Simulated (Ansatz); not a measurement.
# Ca2C (model cell, started as antifluorite): from the cell to its phonons

The cell of Ca2C (model cell, started as antifluorite) is at rest. What are its phonons? After the zone centre comes a 4×4×4 q mesh on a 12×12×12 k mesh.

Calculated with Ansatz 0.2.0; DFT PBEsol, scalar-relativistic, plane waves, PAW.

The structure was built from a prototype and need not be the compound's stable phase.

**1. Starting point**

Symmetry: Fm-3m, No. 225, cubic system. Conventional cell: a = 6.205 Å, b = 6.205 Å, c = 6.205 Å, α = 90.00°, β = 90.00°, γ = 90.00°. C has 8 Ca at 2.69 Å nearest. Nearest to Ca lie 4 C at 2.69 Å. Farther neighbours are not listed.

**2. Linear response at the zone centre**

The cell comes from relaxations at this level that are not shown. The zone centre comes first: it holds the modes that light can see, as far as symmetry allows. No field response is asked.

Contents of input.yaml:

```yaml
crystal:
  lattice:
    - [0.0, 3.1025879259, 3.1025879259]
    - [3.1025879259, 0.0, 3.1025879259]
    - [3.1025879259, 3.1025879259, 0.0]
  atoms:
    - { symbol: C, position: [0.0, 0.0, 0.0] }
    - { symbol: Ca, position: [0.25, 0.25, 0.25] }
    - { symbol: Ca, position: [0.75, 0.75, 0.75] }
kpoints:
  mp_grid: { grid: [12, 12, 12] }
hamiltonian:
  xc: pbesol
scf:
  occupations: { method: gaussian, width: 0.01 }
output:
  eigenvalues: true
phonons:
  method: dfpt
```

Run with:

```bash
$ ansatz run input.yaml --threads 4 --pin off --max-ram 7168MiB --backend cpu --events-out ev --progress --plain --runs-dir out
```

Numbers of over 12 decimals in the logs are rounded to 6 here.

The program printed:

```text
zone centre: on kpoints.mp_grid the ground state, and the responses unless they are solved on pairs of k-points, stand on 163 of the mesh's 1728 k-points, reduced under 8 symmetry operations, with k and −k counted as one. Each operation leaves every solved displacement unchanged or reverses it
Engine: ansatz 0.2.0, aarch64-unknown-linux-gnu
Pseudopotentials: kind: paw
Pseudopotential: C, paw, valence charge 4, recommended cutoff 420 eV (normal), C.paw.azcp
Pseudopotential: Ca, paw, valence charge 10, recommended cutoff 420 eV (normal), Ca.paw.azcp
Functional definition: PBEsol
  exchange = pbesol_x
  correlation = pbesol_c
Crystal: 3 atoms, lattice volume = 59.731 Å³
Basis set: ecut = 420 eV, 1211 PW (Γ), exchange–correlation on 60×60×60 points (8 copies of the dense FFT grid, shifted against one another)
Bands: 16, of which v1, the nominal top of the filled ones, is band 12 counted from 1 (11 counted from 0)
Symmetry: 48 space group operations
k-points: 163 of 1728 (irreducible under 8 space group operations, time reversal used)
Non-local potential: C, projectors of the file, l = 0: 2, l = 1: 2, l = 2: 1
Non-local potential: Ca, projectors of the file, l = 0: 3, l = 1: 2, l = 2: 2
PAW form: soft (Blöchl's): semilocal exchange-correlation on the pseudo side does not see the compensation charge
PAW frozen core: C, regenerated for the run's functional, and the local potential with it (the file was generated under x = pbe(κ = 0.804, μ = 0.219515), c = pbe(β = 0.066725))
PAW frozen core: Ca, regenerated for the run's functional, and the local potential with it (the file was generated under x = pbe(κ = 0.804, μ = 0.219515), c = pbe(β = 0.066725))
PAW one-centre angular grid: C, 110 points (default); XC on 64 Gauss nodes
PAW one-centre angular grid: Ca, 110 points (default); XC on 64 Gauss nodes
Initial density: superposition of atomic densities (neutral atoms: chi_scale 0, normalization atom), corrected by the library's trained network
Initial wavefunctions: pseudopotential atomic-orbital guess
Functional: x = pbesol(κ = 0.804, μ = 0.123457), c = pbesol(β = 0.046)
SCF iter   1: F=—  HF=-3833.247218 eV  |F-HF|=—  |Δ(HF+E_count)|=         —  Δρ=3.94e-3  dr2=9.15e-3  ethr=1.77e-3  ⟨swp⟩=6.8  Hψ=15918  notcnv=0
preconditioner: auto → none  [insulator: Δε(μ)=0.150 eV  Ē_g=5.507 eV  σ=0.010 eV  W_gap=1.00  n_scr=14 (ndim 8)  ℏωp=13.6 eV  f_vac=0.000  D(μ)=0.00/eV (n_scr^D=0)  ε∞_Penn≈7.1]
SCF iter   2: F=—  HF=-3833.245921 eV  |F-HF|=—  |Δ(HF+E_count)|=   1.30e-3  Δρ=1.58e-3  dr2=1.53e-3  ethr=3.81e-5  ⟨swp⟩=3.0  Hψ=6445  notcnv=0
SCF iter   3: F=—  HF=-3833.246350 eV  |F-HF|=—  |Δ(HF+E_count)|=   4.28e-4  Δρ=1.39e-3  dr2=2.20e-3  ethr=6.36e-6  ⟨swp⟩=2.0  Hψ=3913  notcnv=0
SCF iter   4: F=—  HF=-3833.245947 eV  |F-HF|=—  |Δ(HF+E_count)|=   4.03e-4  Δρ=2.84e-4  dr2=3.76e-5  ethr=6.36e-6  ⟨swp⟩=2.0  Hψ=3876  notcnv=0
SCF iter   5: F=—  HF=-3833.245956 eV  |F-HF|=—  |Δ(HF+E_count)|=   9.55e-6  Δρ=1.27e-4  dr2=2.23e-5  ethr=1.57e-7  ⟨swp⟩=2.0  Hψ=3227  notcnv=0
SCF iter   6: F=—  HF=-3833.245953 eV  |F-HF|=—  |Δ(HF+E_count)|=   2.73e-6  Δρ=4.31e-5  dr2=2.55e-6  ethr=9.30e-8  ⟨swp⟩=2.0  Hψ=3004  notcnv=0
SCF iter   7: F=—  HF=-3833.245953 eV  |F-HF|=—  |Δ(HF+E_count)|=   3.17e-7  Δρ=5.91e-6  dr2=4.68e-8  ethr=1.06e-8  ⟨swp⟩=2.0  Hψ=3087  notcnv=0
SCF iter   8: F=—  HF=-3833.245953 eV  |F-HF|=—  |Δ(HF+E_count)|=   8.44e-9  Δρ=4.09e-7  dr2=2.00e-10  ethr=1.95e-10  ⟨swp⟩=2.0  Hψ=3202  notcnv=0
SCF iter   9: F=-3833.245953 eV  HF=-3833.245953 eV  |F-HF|=9.09e-13  |Δ(HF+E_count)|=  2.14e-11  Δρ=2.98e-8  dr2=9.75e-13  ethr=1.00e-12  ⟨swp⟩=4.0  Hψ=11814  notcnv=0
SCF 1 converged in 9 iterations: F = -3833.245953 eV  dr2 = 9.75e-13
  greatest PAW one-centre occupation: 0.996 electrons in one spin orbital (limit 2), on the Ca atom at site 2 (counted from 0), in its partial waves of l = 0
DFPT response loops at Γ: preconditioner auto → none (the input reference at scf.mixing.eps_inf says where Resta's filter doesn't serve); β = 0.50; Broyden in place of MSR1
SCF converged after 9 iterations
Free energy (F): -3833.245953 eV
Harris-Foulkes:  -3833.245953 eV  (|F-HF|=9.09e-13)
Internal energy: -3833.245953 eV  (E = F + TS)
E sigma→0 (E₀):  -3833.245953 eV
Fermi energy:    7.910779 eV
--- Per-component energies (eV) ---
  E_band       = -246.274125
  E_kinetic    = 642.082787
  E_local      = -1477.988668  (includes V_loc(G=0)·N_el)
  E_nonlocal   = 156.256642
  E_hartree    = 484.336595
  E_xc         = -319.180071
  E_vxc        = -399.831762  (∫ρ·V_xc dr)
  E_paw        = -1768.179777  (= ΣΔE_a)
  E_vpaw       = -135.466314  (= ΣTr[D̂ρ^β])
  E_aug_tail   = -0.000007  (compensation charges beyond the density's cutoff)
  E_ewald      = -1550.832143
  E_core_change = 0.258689  (= ΣΔE_core)
  E_smearing   = -0.000000  (= −TS)
  E_closure    = -0.000000  (closes the sum)
  Σ components = -3833.245953   (vs F -3833.245953, Δ=0.00e0)
--- Band table (eV; the first three rows and the last of 163) ---
  k-point 0: bands = [... 8 lower, -0.5619, 6.6907, 6.6907, 6.6907, 8.6942, 9.6384, 9.6384, 13.7406]
  k-point 1: bands = [... 8 lower, -0.5177, 6.5130, 6.7315, 6.7315, 9.0250, 9.6821, 9.6821, 13.3153]
  k-point 2: bands = [... 8 lower, -0.3970, 6.2034, 6.8463, 6.8463, 9.7584, 9.8137, 9.8137, 12.6590]
  k-point 162: bands = [... 8 lower, 0.2472, 6.6721, 6.6721, 7.6377, 8.3184, 10.8592, 10.8592, 12.1022]
--- Phonons (Γ-DFPT): 2 representative perturbations + reference, on 163 of 1728 k-points (Σ response iterations 6) ---
  k mesh reduced under 8 symmetry operations, with k and −k counted as one. Each operation leaves every solved displacement unchanged or reverses it
  ASR residual: 2.037e-5 → 0.000e0 eV/Å²; symmetrization residual: 3.613e-7 eV/Å²
  ASR residual per site (eV/Å²): 2.04e-5 6.40e-6 6.40e-6
  Γ frequencies (cm⁻¹): 0.00 0.00 0.00 224.53 224.53 224.53 251.36 251.36 251.36
  non-analytic LO–TO correction: not included (Born effective charges unavailable; polar crystals: no LO–TO splitting at Γ)
```

Wall time 8.8 s (4 threads of Arm Neoverse V2, shared host); peak memory 0.73 GiB; 33 s of CPU time.

Numbers from this step:

| Property | Result |
| --- | --- |
| gap on the k-mesh | 0.1623 eV |
| volume per atom | 19.91 Å³ |
| sum-rule residual before enforcement | 2.04e-5 eV/Å² |
| point group | m-3m |
| highest optical mode at the zone centre (no LO-TO term) | 251.4 cm⁻¹ |
| lowest optical zone-centre mode | 224.5 cm⁻¹ |

Without the LO-TO term. Patterns of degenerate modes are one choice out of their space. The modes at Γ (shares of kinetic energy by element, %):

| mode | frequency (cm⁻¹) | symmetry | C % | Ca % |
| --- | --- | --- | --- | --- |
| 1 | 0.0 | acoustic | 13 | 87 |
| 2 | 0.0 | acoustic | 13 | 87 |
| 3 | 0.0 | acoustic | 13 | 87 |
| 4 | 224.5 | T2g | 0 | 100 |
| 5 | 224.5 | T2g | 0 | 100 |
| 6 | 224.5 | T2g | 0 | 100 |
| 7 | 251.4 | T1u | 87 | 13 |
| 8 | 251.4 | T1u | 87 | 13 |
| 9 | 251.4 | T1u | 87 | 13 |

Displacements in mode 5 (224.5 cm⁻¹), the largest set to 1:
```
C1   0.00  0.00  0.00
Ca2  0.00  0.00  1.00
Ca3  0.00  0.00 -1.00
```

Displacements in mode 8 (251.4 cm⁻¹), the largest set to 1:
```
C1   0.00  0.93  1.00
Ca2  0.00 -0.14 -0.15
Ca3  0.00 -0.14 -0.15
```

Before it was imposed, the acoustic sum rule was missed by 2.0e-5 eV/Å². Small misses are needed for a sound result but don't prove that mesh and cutoff are converged. The lowest optical mode is real, 225 cm⁻¹.

(Continued in part 2 of 3.)

[Logs are printed without paths, hosts, clocks, repeated set-up lines and the standing remarks that a program may print on its own settings, such as how far it seeks lower states.]

[Hosts, paths, dates, database ids (printed as entryN), source tags and the programs' standing remarks are cut or masked in the printed files.]
